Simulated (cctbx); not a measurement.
# Finding the light atoms

Cell a = 12.8580 Å, b = 7.8970 Å, c = 8.5360 Å, α = 90.00°, β = 92.78°, γ = 90.00°; space group Cc (no. 9); content I12 Ru4 S4 Li8. The heavier atoms are placed; Li is still missing.

Simulated single-crystal data (cctbx): Mo Kα, λ = 0.71073 Å, to d = 0.84 Å, 80 % of the full sphere, strongest reflection 20000 counts, noise from counting, a 6 % proportional error and a noise floor of 2 counts (s.d.); no absorption.

Refinement without Li (map in e/Å³):

```text
Rint 0.039, 1440 unique reflections to 0.84 A
cycle     R1     wR2    GooF  max shift (A)
   1  0.1077  0.3012   4.883   0.05449
   2  0.0311  0.0862   1.398   0.00025
final R1 0.0311 wR2 0.0862 GooF 1.398  parameters 20  data/parameter 72.0
atom        x        y        z      Ueq    occ   su(xyz)  su(Uiso or U11)
I1     0.62147  0.71036  0.11200   0.0090  1.000  0.00009  0.0002
I2     0.66557  0.23422  0.09220   0.0118  1.000  0.00009  0.0002
I3     0.39799  0.90685  0.43709   0.0065  1.000  0.00008  0.0002
Ru1    0.48341  0.56937  0.52045   0.0110  1.000  0.00012  0.0002
S1     0.89601  0.91832  0.29466   0.0158  1.000  0.00038  0.0006
difference map: max 3.60 min -1.03 rms 0.29
Q1    0.1561  0.4820  0.3372    4    3.66  2.76 A from I2
Q2    0.3012  0.0131  0.1851    4    3.21  2.57 A from I3
Q3    0.1292  0.2767  0.5983    4    1.81  0.48 A from I2
Q4    0.2020  0.2597  0.5868    4    1.51  0.47 A from I2
Q5    0.2242  0.2955  0.8563    4    1.13  2.35 A from I2
Q6    0.4703  0.4638  0.0499    4    1.03  0.41 A from Ru1
Q7    0.2340  0.1261  0.8527    4    1.00  2.21 A from I3
Q8    0.1486  0.0188  0.3764    4    1.00  2.54 A from Ru1
```

Simulated single-crystal data (cctbx): neutrons of λ = 0.84 Å, to d = 0.8 Å, 80 % of the full sphere, strongest reflection 5000 counts, noise from counting, a 6 % proportional error and a noise floor of 2 counts (s.d.); no absorption.

Refinement without Li (map in fm/Å³; only maxima are listed):

```text
Rint 0.041, 1690 unique reflections to 0.80 A
cycle     R1     wR2    GooF  max shift (A)
   1  0.1816  0.4532   6.757   0.03708
   2  0.1423  0.3659   5.455   0.00017
final R1 0.1423 wR2 0.3659 GooF 5.455  parameters 20  data/parameter 84.5
atom        x        y        z      Ueq    occ   su(xyz)  su(Uiso or U11)
I1     0.61943  0.71187  0.11465   0.0082  1.000  0.00044  0.0008
I2     0.66464  0.23302  0.09401   0.0094  1.000  0.00046  0.0008
I3     0.39622  0.90792  0.43907   0.0035  1.000  0.00040  0.0008
Ru1    0.48254  0.57005  0.52334   0.0099  1.000  0.00031  0.0007
S1     0.89457  0.91849  0.29778   0.0106  1.000  0.00083  0.0013
difference map: max 3.31 min -6.48 rms 0.36
Q1    0.1225  0.1998  0.1121    4    3.40  0.11 A from I1
Q2    0.4801  0.4367  0.0190    4    3.37  0.07 A from Ru1
Q3    0.3991  0.1024  0.9439    4    2.80  0.10 A from I3
Q4    0.1617  0.2575  0.5990    4    2.75  0.09 A from I2
Q5    0.3898  0.4110  0.3048    4    1.21  0.11 A from S1
Q6    0.1263  0.4853  0.7695    4    1.10  2.35 A from I2
Q7    0.4167  0.0223  0.6843    4    0.99  2.27 A from I3
Q8    0.3536  0.0645  0.1964    4    0.95  2.30 A from I3
```

**Question.** Where is Li, and which data fix it better?

Li sits at (0.6544, 0.9766, 0.3439) and (0.2963, 0.0140, 0.1817). Adding it takes R1 from 0.031 to 0.025 with X-rays and from 0.142 to 0.029 with neutrons. Its largest coordinate s.u. is 0.00248 with X-rays and 0.00032 with neutrons, so neutrons fix it better in these data. In the X-ray map Q1 and Q2 mark it. No listed neutron peak is on it. Natural Li has a negative scattering length, so it shows as a hole in the neutron map (minimum -6.5), not among the maxima.

Final neutron refinement:

```text
Rint 0.041, 1690 unique reflections to 0.80 A
cycle     R1     wR2    GooF  max shift (A)
   1  0.1052  0.2622   3.918   0.06802
   2  0.0292  0.0760   1.136   0.00004
final R1 0.0292 wR2 0.0760 GooF 1.136  parameters 28  data/parameter 60.4
atom        x        y        z      Ueq    occ   su(xyz)  su(Uiso or U11)
I1     0.61996  0.71027  0.11434   0.0090  1.000  0.00009  0.0002
I2     0.66422  0.23415  0.09443   0.0117  1.000  0.00009  0.0002
I3     0.39659  0.90668  0.43941   0.0067  1.000  0.00008  0.0002
Ru1    0.48189  0.56926  0.52277   0.0110  1.000  0.00007  0.0001
S1     0.89425  0.91777  0.29705   0.0148  1.000  0.00017  0.0003
Li1    0.65433  0.97680  0.34377   0.0192  1.000  0.00031  0.0004
Li2    0.29613  0.01398  0.18228   0.0211  1.000  0.00032  0.0004
difference map: max 0.40 min -0.29 rms 0.05
Q1    0.1233  0.2733  0.6098    4    0.40  0.55 A from I2
Q2    0.2008  0.2515  0.5817    4    0.40  0.50 A from I2
Q3    0.4242  0.4377  0.2581    4    0.32  0.54 A from S1
Q4    0.3720  0.3825  0.3341    4    0.29  0.52 A from S1
Q5    0.4679  0.4527  0.0687    4    0.28  0.47 A from Ru1
Q6    0.1308  0.1664  0.0692    4    0.28  0.54 A from I1
```

The model was made for the exercise: a known structure type with other elements put in, its volume estimated, not relaxed; displacement parameters are assumed.

[Middle refinement cycles are left out of these outputs.]

[Logs are printed without paths, hosts, clocks, repeated set-up lines and the standing remarks that a program may print on its own settings, such as how far it seeks lower states.]
